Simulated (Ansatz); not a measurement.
# Cs on Cu(111): change of the work function, part 3 of 4

How does Cs on the fcc site change the work function of Cu(111) as the layer fills?

Ansatz 0.2.0; plane-wave DFT, PBE, Ansatz PAW.

So far, work function, upper face (eV): step 2 (the clean slab) 4.79; step 3 (37 atoms, coverage 0.111 ML, cell 3x3) 1.42.

### 4. Adsorbate added, k-mesh 6×6×1, coverage 0.25 ML

System of this step: Cs/Cu(111). The cell holds 17 atoms: 16 Cu and 1 Cs. Its edges and angles: a = 5.105 Å, b = 5.105 Å, c = 27.834 Å, α = 90.0°, β = 90.0°, γ = 60.0°. Vacuum lies along c.

Another coverage, to see how the dipoles act on each other as their distance changes.

input.yaml reads:

```yaml
crystal:
  lattice:
    - [5.1053109602, 1.0e-10, 0.0]
    - [2.5526554801, 4.4213289858, 0.0]
    - [0.0, 0.0, 27.8341225727]
  atoms:
    - { symbol: Cu, position: [0.0, 0.0, 0.3233441247] }
    - { symbol: Cu, position: [0.1666666667, 0.1666666667, 0.398224677] }
    - { symbol: Cu, position: [0.3333333333, 0.3333333333, 0.4731052294] }
    - { symbol: Cu, position: [0.0, 0.0, 0.5479857817] }
    - { symbol: Cu, position: [0.0, 0.5, 0.3233441247] }
    - { symbol: Cu, position: [0.1666666667, 0.6666666667, 0.398224677] }
    - { symbol: Cu, position: [0.3333333333, 0.8333333333, 0.4731052294] }
    - { symbol: Cu, position: [0.0, 0.5, 0.5479857817] }
    - { symbol: Cu, position: [0.5, 0.0, 0.3233441247] }
    - { symbol: Cu, position: [0.6666666667, 0.1666666667, 0.398224677] }
    - { symbol: Cu, position: [0.8333333333, 0.3333333333, 0.4731052294] }
    - { symbol: Cu, position: [0.5, 0.0, 0.5479857817] }
    - { symbol: Cu, position: [0.5, 0.5, 0.3233441247] }
    - { symbol: Cu, position: [0.6666666667, 0.6666666667, 0.398224677] }
    - { symbol: Cu, position: [0.8333333333, 0.8333333333, 0.4731052294] }
    - { symbol: Cu, position: [0.5, 0.5, 0.5479857817] }
    - { symbol: Cs, position: [0.1666666667, 0.1666666667, 0.6766558753] }
kpoints:
  mp_grid: { grid: [6, 6, 1] }
hamiltonian:
  xc: pbe
scf:
  occupations: { method: fermi_dirac, width: 0.1 }
  convergence: { dr2_threshold: 1.0e-08 }
efield:
  axis: 3
  dipole_correction: true
  ramp_position: 0.97
  ramp_width: 0.06
relax:
  f_tol: 0.02
  max_steps: 60
  constraints: [{ sites: [0, 1, 4, 5, 8, 9, 12, 13] }]
output:
  dos: { projected: true, e_range: [-8, 4] }
  write_potential: true
  write_density: true
  volumetric_format: npy
  elf: true
```

Started as:

```
$ ansatz run input.yaml --threads 4 --pin off --max-ram 16384MiB --backend cpu --events-out ev --progress --plain --runs-dir out
```

Numbers of over 12 decimals in the logs are rounded to 6 here.

What it wrote:

```text
[...]
Crystal: 17 atoms, lattice volume = 628.279 Å³
Basis set: ecut = 420 eV, 12375 PW (Γ), exchange–correlation on 72×72×384 points (8 copies of the dense FFT grid, shifted against one another)
Bands: 188, of which v1, the nominal top of the filled ones, is band 157 counted from 1 (156 counted from 0)
Symmetry: 6 space group operations
[...]
k-points: 7 of 36 (time reversal used)
[...]
SCF iter   1: F=—  HF=-111670.676309 eV  |F-HF|=—  |Δ(HF+E_count)|=         —  Δρ=2.40e-3  dr2=5.67e-1  ethr=1.77e-3  p=0.315 e·Å  D=9.08e-2 V/Å  ΔV_dip=-2.53 eV  dr2_dipole=2.92e-1  V_vac-E_F(+/−)=2.21/4.74 eV  ⟨swp⟩=7.7  Hψ=5540  notcnv=0  defer=55
[...]
SCF iter  16: F=-111670.683204 eV  HF=-111670.683204 eV  |F-HF|=5.12e-9  |Δ(HF+E_count)|=  5.97e-10  Δρ=3.06e-7  dr2=8.20e-10  ethr=3.19e-12  p=0.317 e·Å  D=9.14e-2 V/Å  ΔV_dip=-2.55 eV  dr2_dipole=1.15e-10  V_vac-E_F(+/−)=2.18/4.73 eV  ⟨swp⟩=8.7  Hψ=7940  notcnv=0
SCF 1 converged in 16 iterations: F = -111670.683204 eV  dr2 = 8.20e-10
[...]
relax step   1: F+E_penalty+E_count = -111670.68320418 eV  Δ(F+E_penalty+E_count) = +0.000e0 eV  max|allowed force component| = 3.926e-1 eV/Å  Δτ_max = 0.0000 Å  (16 SCF iters, accepted)
[...]
SCF iter  12: F=-111670.709033 eV  HF=-111670.709033 eV  |F-HF|=6.69e-10  |Δ(HF+E_count)|=   1.28e-9  Δρ=4.27e-7  dr2=1.13e-9  ethr=3.19e-12  p=0.320 e·Å  D=9.22e-2 V/Å  ΔV_dip=-2.57 eV  dr2_dipole=2.99e-11  V_vac-E_F(+/−)=2.16/4.73 eV  ⟨swp⟩=6.6  Hψ=8118  notcnv=0
SCF 2 converged in 12 iterations: F = -111670.709033 eV  dr2 = 1.13e-9
relax step   2: F+E_penalty+E_count = -111670.70903266 eV  Δ(F+E_penalty+E_count) = -2.583e-2 eV  max|allowed force component| = 3.688e-1 eV/Å  Δτ_max = 0.0681 Å  (12 SCF iters, accepted)
SCF iter   1: F=—  HF=-111670.780267 eV  |F-HF|=—  |Δ(HF+E_count)|=         —  Δρ=1.78e-3  dr2=2.82e-2  ethr=5.95e-5  p=0.320 e·Å  D=9.22e-2 V/Å  ΔV_dip=-2.57 eV  dr2_dipole=2.95e-5  V_vac-E_F(+/−)=2.17/4.73 eV  ⟨swp⟩=7.6  Hψ=3849  notcnv=0  defer=78
[...]
SCF iter  12: F=-111670.775231 eV  HF=-111670.775231 eV  |F-HF|=1.77e-8  |Δ(HF+E_count)|=   4.03e-8  Δρ=7.41e-7  dr2=4.02e-9  ethr=3.19e-12  p=0.331 e·Å  D=9.54e-2 V/Å  ΔV_dip=-2.65 eV  dr2_dipole=3.26e-10  V_vac-E_F(+/−)=2.09/4.74 eV  ⟨swp⟩=12.9  Hψ=10327  notcnv=0
SCF 3 converged in 12 iterations: F = -111670.775231 eV  dr2 = 4.02e-9
relax step   3: F+E_penalty+E_count = -111670.77523080 eV  Δ(F+E_penalty+E_count) = -6.620e-2 eV  max|allowed force component| = 2.327e-1 eV/Å  Δτ_max = 0.1961 Å  (12 SCF iters, accepted)
[...]
relax step   4: F+E_penalty+E_count = -111670.80322941 eV  Δ(F+E_penalty+E_count) = -2.800e-2 eV  max|allowed force component| = 2.637e-2 eV/Å  Δτ_max = 0.1950 Å  (12 SCF iters, accepted)
SCF iter   1: F=—  HF=-111670.805558 eV  |F-HF|=—  |Δ(HF+E_count)|=         —  Δρ=9.10e-4  dr2=3.40e-3  ethr=3.24e-6  p=0.345 e·Å  D=9.93e-2 V/Å  ΔV_dip=-2.76 eV  dr2_dipole=5.63e-4  V_vac-E_F(+/−)=1.99/4.75 eV  ⟨swp⟩=4.6  Hψ=3507  notcnv=0  defer=98
[...]
SCF iter  10: F=-111670.804375 eV  HF=-111670.804375 eV  |F-HF|=5.24e-10  |Δ(HF+E_count)|=   3.66e-8  Δρ=9.80e-7  dr2=9.91e-9  ethr=3.19e-12  p=0.346 e·Å  D=9.96e-2 V/Å  ΔV_dip=-2.77 eV  dr2_dipole=1.88e-9  V_vac-E_F(+/−)=1.98/4.75 eV  ⟨swp⟩=12.9  Hψ=9393  notcnv=0
SCF 5 converged in 10 iterations: F = -111670.804375 eV  dr2 = 9.91e-9
relax step   5: F+E_penalty+E_count = -111670.80437460 eV  Δ(F+E_penalty+E_count) = -1.145e-3 eV  max|allowed force component| = 7.108e-3 eV/Å  Δτ_max = 0.0263 Å  (10 SCF iters, accepted)
[...]
SCF converged after 10 iterations
Free energy (F): -111670.804375 eV
[...]
Internal energy: -111670.602653 eV  (E = F + TS)
E sigma→0 (E₀):  -111670.703514 eV
Entropy (-TS):   -0.201721 eV (-11.866 meV/atom)
Fermi energy:    3.657358 eV
Dipole field:    D = 0.099544 V/Å  (p = 0.345626 e·Å, saw-weighted, corrected)
Work function:   Φ+ = 1.9835 eV   Φ− = 4.7544 eV
[...]
--- Forces (eV/Å), atoms counted from 1 ---
  atom   1  Cu     0.00710336     0.00410113     0.01491557
  atom   2  Cu    -0.00000000    -0.00000000     0.00891338
  atom   3  Cu     0.00072800     0.00042031     0.00043424
  atom   4  Cu    -0.00027168    -0.00015685    -0.00187296
  atom   5  Cu     0.00000000    -0.00820225     0.01491557
  atom   6  Cu     0.01859039    -0.01073317    -0.01747108
  atom   7  Cu     0.00000000    -0.00084062     0.00043424
  atom   8  Cu    -0.00000000     0.00031371    -0.00187296
  atom   9  Cu    -0.00710336     0.00410113     0.01491557
  atom  10  Cu    -0.00000000     0.02146634    -0.01747108
  atom  11  Cu    -0.00072800     0.00042031     0.00043424
  atom  12  Cu     0.00027168    -0.00015685    -0.00187296
  atom  13  Cu    -0.00000000    -0.00000000     0.00911875
  atom  14  Cu    -0.01859039    -0.01073317    -0.01747108
  atom  15  Cu    -0.00000000     0.00000000    -0.00386985
  atom  16  Cu     0.00000000     0.00000000     0.00486745
  atom  17  Cs    -0.00000000    -0.00000000    -0.00710832
  max |Σ_I F_I| component: 6.13e-5 eV/Å
--- Band table (eV; the first three rows and the last of 7) ---
  k-point 0: bands = [... 153 lower, 3.3162, 3.3173, 3.3173, 3.6833, 4.2574, 4.3075, 4.3075, 4.7004, ... 27 higher]
  k-point 1: bands = [... 153 lower, 2.9269, 3.3876, 3.4042, 3.4132, 3.9522, 4.0487, 4.0599, 4.2087, ... 27 higher]
  k-point 2: bands = [... 153 lower, 3.0719, 3.2377, 3.4634, 3.4641, 3.9916, 4.0141, 4.1201, 4.7746, ... 27 higher]
  k-point 6: bands = [... 153 lower, 1.9823, 2.8061, 2.8190, 2.8659, 4.5922, 4.6352, 4.7808, 5.1721, ... 27 higher]
--- Relaxed structure (5 steps of the walk, 5 accepted, 0 SCFs on fresh bases) ---
  F+E_penalty+E_count = -111670.80437460 eV   max|allowed force component| = 7.108e-3 eV/Å
  atoms:
[...]
- { symbol: Cu, position: [0.166667, 0.166667, 0.398224677] }
    - { symbol: Cu, position: [0.333734, 0.333734, 0.473041] }
    - { symbol: Cu, position: [-0.00104964, -0.00104964, 0.547415] }
    - { symbol: Cu, position: [0.0, 0.5, 0.3233441247] }
    - { symbol: Cu, position: [0.166667, 0.666667, 0.398224677] }
    - { symbol: Cu, position: [0.333734, 0.832532, 0.473041] }
    - { symbol: Cu, position: [-0.00104964, 0.502099, 0.547415] }
    - { symbol: Cu, position: [0.500000, -1.7959490104087922e-17, 0.3233441247] }
    - { symbol: Cu, position: [0.666667, 0.166667, 0.398224677] }
    - { symbol: Cu, position: [0.832532, 0.333734, 0.473041] }
    - { symbol: Cu, position: [0.502099, -0.00104964, 0.547415] }
    - { symbol: Cu, position: [0.500000, 0.500000, 0.3233441247] }
    - { symbol: Cu, position: [0.666667, 0.666667, 0.398224677] }
    - { symbol: Cu, position: [0.833333, 0.833333, 0.472295] }
    - { symbol: Cu, position: [0.500000, 0.500000, 0.549761] }
    - { symbol: Cs, position: [0.166667, 0.166667, 0.659213] }
```

Wall time 3 min (4 threads of Arm Neoverse V1, shared host); peak memory 2.9 GiB; 12 min of CPU time.

The steps of the relaxation:

```
step  energy less that of the first step (eV)  largest force component (eV/Å)
   1                                   0.0000                          0.3926
   2                                  -0.0258                          0.3688
   3                                  -0.0920                          0.2327
   4                                  -0.1200                          0.0264
   5                                  -0.1212                          0.0071
```

The run keeps the 6 symmetry operations that it works with, so distortions that break them were not tested.

The atoms that moved most (Å):

```
atom      dx      dy      dz  length
Cs17   0.000   0.000  -0.486   0.486
Cu16   0.000   0.000   0.049   0.049
Cu15   0.000   0.000  -0.023   0.023
 Cu4  -0.008  -0.005  -0.016   0.018
Cu12   0.008  -0.005  -0.016   0.018
 Cu8   0.000   0.009  -0.016   0.018
```

The relaxed structure:

```xyz
17
Lattice="5.1053 0.0000 0.0000 2.5527 4.4213 0.0000 0.0000 0.0000 27.8341" Properties=species:S:1:pos:R:3
Cu    0.0000    0.0000    9.0000
Cu    1.2763    0.7369   11.0842
Cu    2.5557    1.4755   13.1667
Cu   -0.0080   -0.0046   15.2368
Cu    1.2763    2.2107    9.0000
Cu    2.5527    2.9476   11.0842
Cu    3.8290    3.6809   13.1667
Cu    1.2763    2.2199   15.2368
Cu    2.5527    0.0000    9.0000
Cu    3.8290    0.7369   11.0842
Cu    5.1022    1.4755   13.1667
Cu    2.5607   -0.0046   15.2368
Cu    3.8290    2.2107    9.0000
Cu    5.1053    2.9476   11.0842
Cu    6.3816    3.6844   13.1459
Cu    3.8290    2.2107   15.3021
Cs    1.2763    0.7369   18.3486
```

Numbers from this step:

- energy at zero smearing: -111670.7035 eV
- work function, upper face: 1.984 eV
- work function, lower face: 4.754 eV
- dipole along the normal: 0.3456 e·Å
- step between the vacuum levels: -2.771 eV

Running mean over 2.084 Å of the planar mean; the ramp of the sawtooth is left out. The electron's electrostatic potential energy less the Fermi level by z:

```
z (Å)  electron's electrostatic potential energy less the Fermi level (eV)
  3.5                                                                 4.75
  4.0                                                                 4.75
  4.5                                                                 4.75
  5.0                                                                 4.75
  5.5                                                                 4.74
  6.0                                                                 4.70
  6.5                                                                 4.56
  7.0                                                                 4.06
  7.5                                                                 1.96
  8.0                                                                -2.79
  8.5                                                                -7.15
  9.0                                                                -8.60
  9.5                                                                -8.79
 10.0                                                                -8.83
 10.5                                                                -8.85
 11.0                                                                -8.87
 11.5                                                                -8.89
 12.0                                                                -8.91
 12.5                                                                -8.90
 13.0                                                                -8.87
 13.5                                                                -8.84
 14.0                                                                -8.79
 14.5                                                                -8.77
 15.0                                                                -8.75
 15.5                                                                -8.32
 16.0                                                                -5.76
 16.5                                                                -1.69
 17.0                                                               0.0832
 17.5                                                                -1.05
 18.0                                                                -2.61
 18.5                                                                -3.23
 19.0                                                                -2.55
 19.5                                                                -1.22
 20.0                                                                0.192
 20.5                                                                 1.11
 21.0                                                                 1.52
 21.5                                                                 1.73
 22.0                                                                 1.85
 22.5                                                                 1.91
 23.0                                                                 1.95
 23.5                                                                 1.96
 24.0                                                                 1.97
 24.5                                                                 1.98
```

[end of part 3 of 4]

[Logs are printed without paths, hosts, clocks, repeated set-up lines and the standing remarks that a program may print on its own settings, such as how far it seeks lower states.]

[Hosts, paths, dates, database ids (printed as entryN), source tags and the programs' standing remarks are cut or masked in the printed files.]

[Maps of the electrostatic potential energy from Ansatz leave out the sawtooth potential of an applied field or a dipole correction, so their vacuum need not be flat; planar profiles and work functions include it.]
